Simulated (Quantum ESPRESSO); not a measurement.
**Al2Cu: valence-band photoemission**

What would valence photoemission of Al2Cu look like, and what sets its shape?

Method: DFT, PBEsol, plane waves, ultrasoft GBRV pseudopotentials, scalar-relativistic, in the first sound run; inputs show where later runs differ, in Quantum ESPRESSO 7.5.

This is a report of a sequence of runs, with most program output left out.

### 1. Set-up

Symmetry: I4/mcm, No. 140, tetragonal system. The conventional cell has a = 6.067 Å, b = 6.067 Å, c = 4.877 Å, α = 90.00°, β = 90.00°, γ = 90.00°. Nearest to Cu lie 2 Cu at 2.44 Å and 8 Al at 2.59 Å. Nearest to Al lie 4 Cu at 2.59 Å and 1 Al at 2.71 Å. Farther neighbours are not listed.

### 2. The base run: self-consistent run

First the self-consistent run; potential, DOS and bands follow from it in later steps.

Input file scf.in:

```
&control
  calculation = 'scf'
  prefix = 'pes'
  outdir = './tmp'
  pseudo_dir = './pp'
  tprnfor = .true.
  tstress = .true.
/
&system
  ibrav = 0
  nat = 6
  ntyp = 2
  ecutwfc = 40.0
  ecutrho = 200.0
  occupations = 'smearing'
  nbnd = 41
  smearing = 'fd'
  degauss = 0.00367
/
&electrons
  conv_thr = 3.6e-08
  mixing_beta = 0.5
  electron_maxstep = 120
/
ATOMIC_SPECIES
Cu 63.5460 cu_pbesol_v1.2.uspp.F.UPF
Al 26.9815 al_pbesol_v1.uspp.F.UPF
CELL_PARAMETERS angstrom
 -3.033500000 3.033500000 2.438500000
 3.033500000 -3.033500000 2.438500000
 3.033500000 3.033500000 -2.438500000
ATOMIC_POSITIONS crystal
Cu 0.250000000 0.250000000 0.000000000
Cu 0.750000000 0.750000000 0.000000000
Al 0.341900000 0.158100000 0.500000000
Al 0.841900000 0.341900000 0.183800000
Al 0.658100000 0.841900000 0.500000000
Al 0.158100000 0.658100000 0.816200000
K_POINTS automatic
10 10 10 0 0 0
```

Run with:

```bash
> OMP_NUM_THREADS=1 mpirun -n 4 pw.x -nk 4 -in scf.in > scf.out
```

It took 85 s on 4 MPI ranks of Intel Xeon Platinum 8488C (Sapphire Rapids), shared host.

Numbers from this step:

```
free energy  : -11343.7935 eV
Fermi energy : 9.985 eV
pressure     : -3.580 GPa
```

The run ends at a pressure of -3.58 GPa, with forces up to 0.088 eV/Å.

### 3. The base run: levels for the DOS

The levels for the density of states are solved on the fixed potential, without another SCF cycle.

nscf.in, as its differences from scf.in of step 2:

```diff
@@ -1,3 +1,3 @@
 &control
-  calculation = 'scf'
+  calculation = 'nscf'
   prefix = 'pes'
@@ -5,4 +5,3 @@
   pseudo_dir = './pp'
-  tprnfor = .true.
-  tstress = .true.
+  verbosity = 'high'
 /
@@ -23,2 +22,3 @@
   electron_maxstep = 120
+  diago_full_acc = .true.
 /
@@ -39,2 +39,2 @@
 K_POINTS automatic
-10 10 10 0 0 0
+14 14 14 0 0 0
```

Run with:

```bash
> OMP_NUM_THREADS=1 mpirun -n 4 pw.x -nk 4 -in nscf.in > nscf.out
```

It took 86 s on 4 MPI ranks; 5.7 min of CPU time.

Numbers from this step:

* Fermi energy: 9.991 eV

### 4. Projected DOS and spectra

projwfc.x splits the states by atom and shell, which the spectra need, since each shell has its own cross section.

Input file projwfc.in:

```
&projwfc
  prefix = 'pes'
  outdir = './tmp'
  filpdos = 'pes'
  ngauss = 0
  degauss = 0.00735
  DeltaE = 0.05
  Emin = -26.01
  Emax = 21.99
/
```

Run with:

```bash
> OMP_NUM_THREADS=1 mpirun -n 4 projwfc.x -nk 4 -in projwfc.in > projwfc.out
```

Wall time 5.4 s (4 MPI ranks).

This step gave:

| Item | Value |
| --- | --- |
| zero of energy | Fermi level |
| share of occupied states in no projected shell | 0.01 of the occupied states in the window |
| DOS at the Fermi level | 2.060 states/eV/cell |

The DOS has structure finer than the step of the table below, so its rows give means over 1 eV, whole bins alone (the curve runs from -12.4 to 9.17 eV). Peaks (eV: height): total -4.0: 18.4, -3.2: 10.0, 7.9: 3.72; Cu 3d -4.0: 16.1, -3.2: 8.56; Al 3p 5.5: 1.42, 6.4: 1.62, 7.1: 1.91, 7.9: 2.03; Al 3s -5.2: 0.756, 2.5: 0.668, 3.9: 0.624, 5.5: 0.546; Cu 4p -3.6: 0.531, -2.5: 0.517, -1.9: 0.511, -0.7: 0.519.

The DOS by E, zero at the Fermi level; means over each step; values in states/eV/cell:

```
E (eV)   total    Cu 3d    Al 3p   Al 3s    Cu 4p   Cu 4s
   -11  0.0551        0  0.00688  0.0346  0.00151  0.0119
   -10   0.528   5.6e-4    0.172   0.226   0.0422  0.0852
    -9   0.847  0.00476    0.369   0.260    0.101   0.111
    -8    1.10   0.0197    0.494   0.296    0.175   0.109
    -7    1.39   0.0769    0.608   0.343    0.238   0.116
    -6    2.05    0.391    0.735   0.458    0.332   0.126
    -5    5.61     3.65    0.864   0.537    0.314   0.184
    -4    11.3     9.47    0.914   0.198    0.405   0.149
    -3    5.54     3.99    0.744   0.229    0.455  0.0741
    -2    2.29    0.651    0.844   0.236    0.464  0.0677
    -1    2.20    0.345    0.977   0.315    0.455  0.0777
     0    2.06    0.251    0.906   0.382    0.401  0.0768
     1    1.71    0.162    0.796   0.318    0.301  0.0732
     2    2.32    0.205    0.966   0.487    0.293   0.237
     3    2.62    0.162     1.12   0.542    0.409   0.210
     4    2.52    0.108     1.11   0.517    0.361   0.197
     5    2.79   0.0932     1.30   0.480    0.388   0.197
     6    2.86   0.0715     1.37   0.421    0.377   0.189
     7    3.00   0.0638     1.58   0.306    0.343   0.197
     8    3.05   0.0458     1.63   0.210    0.351   0.233
```

Sums over each group's atoms; a table of it gives point samples, which can step over narrow peaks. Table of DOS of the group by E, zero at the Fermi level; values in states/eV:

```
E (eV)  Cu1: Cu 3d  Al3: Al 3p  Al3: Al 3s  Cu1: Cu 4p  Cu1: Cu 4s
   -12           0           0           0           0           0
   -11           0      1.3e-5      3.0e-4      2.8e-6      1.0e-4
   -10      4.4e-4       0.177       0.232      0.0428      0.0873
    -9     0.00445       0.373       0.260      0.0998       0.112
    -8      0.0182       0.504       0.304       0.180       0.109
    -7      0.0774       0.648       0.361       0.247       0.125
    -6       0.304       0.673       0.419       0.308       0.111
    -5        3.94       0.819       0.614       0.317       0.212
    -4        15.3        1.24       0.183       0.430       0.150
    -3        3.59       0.760       0.239       0.448      0.0755
    -2       0.691       0.930       0.263       0.492      0.0848
    -1       0.262       0.860       0.242       0.429      0.0648
     0       0.249       0.888       0.383       0.400      0.0764
     1       0.143       0.750       0.291       0.289      0.0506
     2       0.201       0.955       0.479       0.274       0.254
     3       0.153        1.09       0.522       0.416       0.187
     4       0.118        1.22       0.571       0.399       0.236
     5      0.0879        1.24       0.447       0.366       0.189
     6      0.0666        1.28       0.385       0.354       0.187
     7      0.0718        1.72       0.323       0.356       0.213
     8      0.0459        1.64       0.200       0.358       0.237
     9      0.0315        1.12       0.234       0.438       0.219
```

This run's widths, added to any smearing of the DOS itself: Gaussian 0.6 eV, Lorentzian 0.2 eV plus 0.08 an eV of depth. Intensity against binding energy, zero at the Fermi level; values in % of the maximum within 13 eV:

```
binding energy (eV)  21.2 eV  40.8 eV  1486.7 eV  5950 eV  9251.7 eV
               -1.0     1.02     1.01       1.06     1.63       2.09
               -0.5     1.65     1.61       1.77     3.31       4.58
                0.0     4.51     4.32       5.06     12.3       18.3
                0.5     7.83     7.52       8.77     21.4       31.8
                1.0     8.65     8.35       9.37     20.2       29.1
                1.5     10.8     10.5       11.4     20.3       27.7
                2.0     15.2     14.9       15.7     24.2       31.1
                2.5     25.3     25.1       25.8     33.0       38.9
                3.0     52.5     52.3       52.7     56.6       59.4
                3.5     82.6     82.5       82.6     83.1       83.0
                4.0     99.4     99.5       99.5     99.7       99.8
                4.5     74.5     74.4       75.1     81.6       87.3
                5.0     46.4     46.2       47.7     60.5       71.6
                5.5     24.8     24.6       26.3     41.5       54.5
                6.0     12.8     12.5       14.2     28.7       41.2
                6.5     7.67     7.41       8.90     22.4       34.1
                7.0     5.23     5.00       6.36     19.0       29.9
                7.5     3.86     3.67       4.94     16.7       27.1
                8.0     3.00     2.83       4.02     15.0       24.8
                8.5     2.41     2.27       3.38     13.7       22.8
                9.0     1.98     1.85       2.89     12.4       20.9
                9.5     1.62     1.51       2.46     11.0       18.6
               10.0     1.29     1.20       2.01     9.04       15.3
               10.5    0.965    0.901       1.48     6.39       10.8
               11.0    0.687    0.650      0.973     3.72       6.18
               11.5        -    0.494      0.665     2.14       3.46
               12.0        -    0.402      0.507     1.42       2.23
```

Maxima picked by a test of local sharpness, so broad peaks and shoulders can be missing; peaks within 0.45 eV of a curve's cut are left out. Valence peaks, by row:

```
photon energy (eV)  binding energy (eV)  height (% of the maximum within 13 eV)  main shell  its share (%)
              21.2                3.951                                     100       Cu 3d           98.1
              40.8                3.951                                     100       Cu 3d          98.36
              1487                3.951                                     100       Cu 3d          97.26
              5950                4.001                                     100       Cu 3d          84.75
              5950               0.6005                                   21.72       Al 3s          48.65
              9252                4.001                                     100       Cu 3d          73.61
              9252               0.6005                                   32.14       Al 3s          53.68
```

The intensity has structure finer than the step of the table below, so its rows give means over 1 eV, whole bins alone (the curve runs from -12.4 to 1.47 eV). Peaks (eV: height): Cu L-alpha -3.9: 99.8; Al K-beta -4.2: 93.9, -0.7: 99.9; Al K-beta, E along x -4.3: 95.2, -0.8: 102; Al K-beta, E along y -4.3: 95.2, -0.8: 102; Al K-beta, E along z -4.1: 93.3, -1.9: 101, -0.5: 97.8.

Shapes are the site's partial DOS without matrix elements, which overweights lines from ligand s bands. The intensity by emission energy less the core level's binding energy, zero at the Fermi level; means over each step; values in % of the unpolarised maximum:

```
emission energy less the core level's binding energy (eV)  Cu L-alpha  Al K-beta  Al K-beta, E along x  Al K-beta, E along y  Al K-beta, E along z  Al L2,3
                                                      -11       0.819       7.93                  7.92                  7.92                  7.95     12.4
                                                      -10        1.15       19.7                  19.6                  19.6                  19.7     33.0
                                                       -9        1.74       35.1                  35.0                  35.0                  35.3     43.3
                                                       -8        2.98       48.6                  48.0                  48.0                  49.7     51.3
                                                       -7        6.05       60.9                  59.9                  59.9                  62.7     61.1
                                                       -6        16.3       73.0                  72.6                  72.6                  73.7     79.1
                                                       -5        50.5       85.6                  88.7                  88.7                  79.3     86.2
                                                       -4        91.9       88.7                  88.7                  88.7                  88.5     42.9
                                                       -3        56.2       80.2                  79.8                  79.8                  80.9     42.1
                                                       -2        19.0       87.7                  83.6                  83.6                  95.8     44.3
                                                       -1        9.23       95.6                  98.3                  98.3                  89.8     58.1
                                                        0        4.75       55.5                  53.8                  53.8                  56.3     40.7
```

Recipe: projected DOS times atomic cross section and asymmetry factor (unpolarised light, 54.7° from the beam), occupied states only, Fermi edge at 20 K, a Lorentzian width of 0.2 eV growing by 0.08 eV per eV of binding energy, and a resolution of 0.6 eV. Curves are cut 10 eV under the photon energy, above any shell that the free atom's threshold puts out of reach, or at the lower edge of the window: 11.2 eV at 21.2 eV, 12.5 eV at 40.8 eV, 12.5 eV at 1486.7 eV, 12.5 eV at 5950 eV and 12.5 eV at 9251.7 eV. Matrix elements of the solid and inelastic losses aren't modelled, nor non-dipole terms, which matter above 3 keV.

Share of each shell in the spectrum's area (%), by photon energy:

```
shell  21.2 eV  40.8 eV  1486.7 eV  5950 eV  9251.7 eV
Cu 4s      0.2      0.2        1.9     13.9       22.4
Cu 4p      1.1      0.1        1.1      3.1        3.5
Cu 3d     92.4     93.4       88.4     55.1       38.4
Al 3s      3.2      2.5        6.9     26.1       34.2
Al 3p      3.1      3.7        1.7      1.8        1.5
```

At the Fermi level the DOS is 2.06 states/eV a cell, and on the broadened curves Al 3p holds 44 % of the total there.

### 5. The base run: bands

The bands are solved at chosen points on the fixed potential.

bands.in, as its differences from nscf.in of step 3:

```diff
@@ -1,3 +1,3 @@
 &control
-  calculation = 'nscf'
+  calculation = 'bands'
   prefix = 'pes'
@@ -38,3 +38,12 @@
 Al 0.158100000 0.658100000 0.816200000
-K_POINTS automatic
-14 14 14 0 0 0
+K_POINTS crystal
+91
+ 0.00000000 0.00000000 0.00000000 1
+ 0.00000000 0.00000000 0.04545455 1
+ 0.00000000 0.00000000 0.09090909 1
+ 0.00000000 0.00000000 0.13636364 1
+ 0.00000000 0.00000000 0.18181818 1
+ 0.00000000 0.00000000 0.22727273 1
+ ! [... 83 more points ...]
+ 0.00000000 0.04545455 0.00000000 1
+ 0.00000000 0.00000000 0.00000000 1
```

Run with:

```bash
> OMP_NUM_THREADS=1 mpirun -n 4 pw.x -nk 4 -in bands.in > bands.out
```

Elapsed: 37 s, on 4 MPI ranks; 2.4 min of CPU time.

The electronic bands at the labelled points (eV, zero at the Fermi level; # counts the bands kept):

```
          point    #13    #14    #15    #16    #17    #18    #19   #20
              Γ  -2.93  -1.98  -1.37  -1.17  -1.17  -0.79  -0.37  0.09
0.45 of the way  -2.41  -2.10  -2.09  -1.33  -0.84  -0.82   1.47  1.70
              X  -2.82  -2.78  -1.46  -1.28  -0.98  -0.62   0.79  1.24
0.45 of the way  -3.14  -3.14  -2.69  -2.02   0.18   0.37   3.49  3.63
              M  -3.27  -3.14  -3.14  -1.75   2.52   2.95   2.95  3.37
0.45 of the way  -3.14  -3.14  -1.90  -1.75   0.27   0.56   1.64  2.21
              Γ  -2.93  -1.98  -1.37  -1.17  -1.17  -0.79  -0.37  0.09
0.55 of the way  -3.10  -3.10  -2.88  -1.06  -1.06  -1.04   0.04  4.22
              Z  -3.24  -3.18  -3.18  -1.01   1.49   1.77   1.77  2.05
     jump to Z0  -3.24  -3.18  -3.18  -1.01   1.49   1.77   1.77  2.05
0.45 of the way  -3.26  -3.15  -3.15  -1.55   2.12   2.46   2.46  2.70
              M  -3.27  -3.14  -3.14  -1.75   2.52   2.95   2.95  3.37
      jump to X  -2.82  -2.78  -1.46  -1.28  -0.98  -0.62   0.79  1.24
0.45 of the way  -3.33  -3.31  -0.85  -0.84   0.79   1.00   1.24  1.44
              P  -3.68  -3.68   0.39   0.39   0.77   0.77   1.87  1.87
0.45 of the way  -3.52  -3.52  -1.02  -1.02   0.40   0.40   2.60  2.60
              N  -3.04  -3.04  -2.54  -2.54   0.23   0.23   4.02  4.02
0.45 of the way  -3.04  -2.62  -2.52  -2.17  -0.61   0.11   1.02  2.19
              Γ  -2.93  -1.98  -1.37  -1.17  -1.17  -0.79  -0.37  0.09
```

Of the bands kept, 5 cross the Fermi level on this path.

### 6. With LDA: self-consistent run

This step: DFT, LDA, plane waves, ultrasoft GBRV pseudopotentials, scalar-relativistic (Quantum ESPRESSO 7.5).

The run is repeated with LDA on the same cell, to see how much the levels hang on the functional.

scf.in, as its differences from that of step 2:

```diff
@@ -25,4 +25,4 @@
 ATOMIC_SPECIES
-Cu 63.5460 cu_pbesol_v1.2.uspp.F.UPF
-Al 26.9815 al_pbesol_v1.uspp.F.UPF
+Cu 63.5460 cu_lda_v1.2.uspp.F.UPF
+Al 26.9815 al_lda_v1.uspp.F.UPF
 CELL_PARAMETERS angstrom
```

Run with:

```bash
> OMP_NUM_THREADS=1 mpirun -n 4 pw.x -nk 4 -in scf.in > scf.out
```

Run time: 89 s. Hardware: 4 MPI ranks.

This step gave:

* free energy: -11343.7232 eV
* Fermi energy: 9.806 eV
* pressure: -6.328 GPa

The run ends at a pressure of -6.33 GPa, with forces up to 0.12 eV/Å.

### 7. With LDA: levels for the DOS

nscf.in, as its differences from that of step 3:

```diff
@@ -25,4 +25,4 @@
 ATOMIC_SPECIES
-Cu 63.5460 cu_pbesol_v1.2.uspp.F.UPF
-Al 26.9815 al_pbesol_v1.uspp.F.UPF
+Cu 63.5460 cu_lda_v1.2.uspp.F.UPF
+Al 26.9815 al_lda_v1.uspp.F.UPF
 CELL_PARAMETERS angstrom
```

Run with:

```bash
> OMP_NUM_THREADS=1 mpirun -n 4 pw.x -nk 4 -in nscf.in > nscf.out
```

It took 1.8 min on 4 MPI ranks; 7.2 min of CPU time.

Numbers from this step:

| Quantity | Value |
| --- | --- |
| Fermi energy | 9.811 eV |

### 8. Projected DOS and spectra

projwfc.in, as its differences from that of step 4:

```diff
@@ -7,4 +7,4 @@
   DeltaE = 0.05
-  Emin = -26.01
-  Emax = 21.99
+  Emin = -26.19
+  Emax = 21.81
 /
```

Run with:

```bash
> OMP_NUM_THREADS=1 mpirun -n 4 projwfc.x -nk 4 -in projwfc.in > projwfc.out
```

It took 5.3 s on 4 MPI ranks; 21 s of CPU time.

This step gave:

| Property | Result |
| --- | --- |
| share of occupied states in no projected shell | 0.0101 of the occupied states in the window |
| DOS at the Fermi level | 2.038 states/eV/cell |

This run's widths, added to any smearing of the DOS itself: Gaussian 0.35 eV, Lorentzian 0.05 eV. The intensity by binding energy, zero at the Fermi level; values in % of the maximum within 13 eV:

```
binding energy (eV)  21.2 eV  100 eV  1486.7 eV  5414.7 eV  5950 eV
                 -1   0.0861  0.0692     0.0821      0.179    0.195
                  0     2.86    1.61       2.57       9.72     10.9
                  1     5.63    3.46       5.00       16.7     18.7
                  2     8.16    6.22       7.55       17.7     19.4
                  3     30.0    28.6       29.6       36.6     37.8
                  4     98.5    98.5       98.5       98.7     98.7
                  5     35.9    33.3       35.9       55.9     59.3
                  6     6.76    4.17       6.47       23.7     26.7
                  7     3.61    1.59       3.47       18.2     20.7
                  8     2.59   0.905       2.53       15.4     17.6
                  9     2.00   0.636       2.09       13.7     15.8
                 10     1.52   0.412       1.64       11.2     12.9
                 11   0.0966  0.0415      0.104      0.578    0.661
                 12        -  0.0216     0.0290     0.0860   0.0960
```

Maxima picked by a test of local sharpness, so broad peaks and shoulders can be missing; peaks within 0.45 eV of a curve's cut are left out. Valence peaks, by row:

```
photon energy (eV)  binding energy (eV)  height (% of the maximum within 13 eV)  main shell  its share (%)
              21.2                4.001                                     100       Cu 3d          97.43
              21.2                3.301                                   52.51       Cu 3d          95.15
              21.2               0.6507                                   6.878       Cu 3d          41.96
               100                4.001                                     100       Cu 3d          99.08
               100                3.301                                   51.51       Cu 3d          98.63
               100               0.6507                                   4.132       Cu 3d          71.01
              1487                4.001                                     100       Cu 3d          97.77
              1487                3.301                                   52.16       Cu 3d          96.12
              1487               0.6507                                   6.221       Cu 3d          46.54
              5415                4.001                                     100       Cu 3d          85.86
              5415                3.301                                   55.98       Cu 3d          78.65
              5415                1.951                                   17.75       Al 3s          44.05
              5415               0.6007                                    22.1       Al 3s          60.77
              5950                4.951                                   59.67       Cu 3d           48.2
              5950                4.001                                     100       Cu 3d          83.74
              5950                3.301                                   56.57       Cu 3d          75.92
              5950                1.951                                   19.45       Al 3s          45.58
              5950               0.6007                                   24.74       Al 3s          61.54
```

Spectra as before, but with a recipe of its own (widths, and in some runs the light), which changes peak heights and what is resolved: Gaussian 0.35 eV, Lorentzian 0.05 eV plus 0 times the binding energy, linear light, analyser at 10°, Fermi edge at 300 K; some photon energies differ too.

Side by side:

```
                               quantity  this run  base run  difference
DOS at the Fermi level (states/eV/cell)    2.0385    2.0599     -0.0214
```

(Continued in part 2 of 2.)

[Logs are printed without paths, hosts, clocks, repeated set-up lines and the standing remarks that a program may print on its own settings, such as how far it seeks lower states.]

[Hosts, paths, dates, database ids (printed as entryN), source tags and the programs' standing remarks are cut or masked in the printed files.]

[Maps of the electrostatic potential energy from Ansatz leave out the sawtooth potential of an applied field or a dipole correction, so their vacuum need not be flat; work functions include it.]

[Peak lists hold at most the 14 tallest peaks of each spectrum; further lines can be left out.]
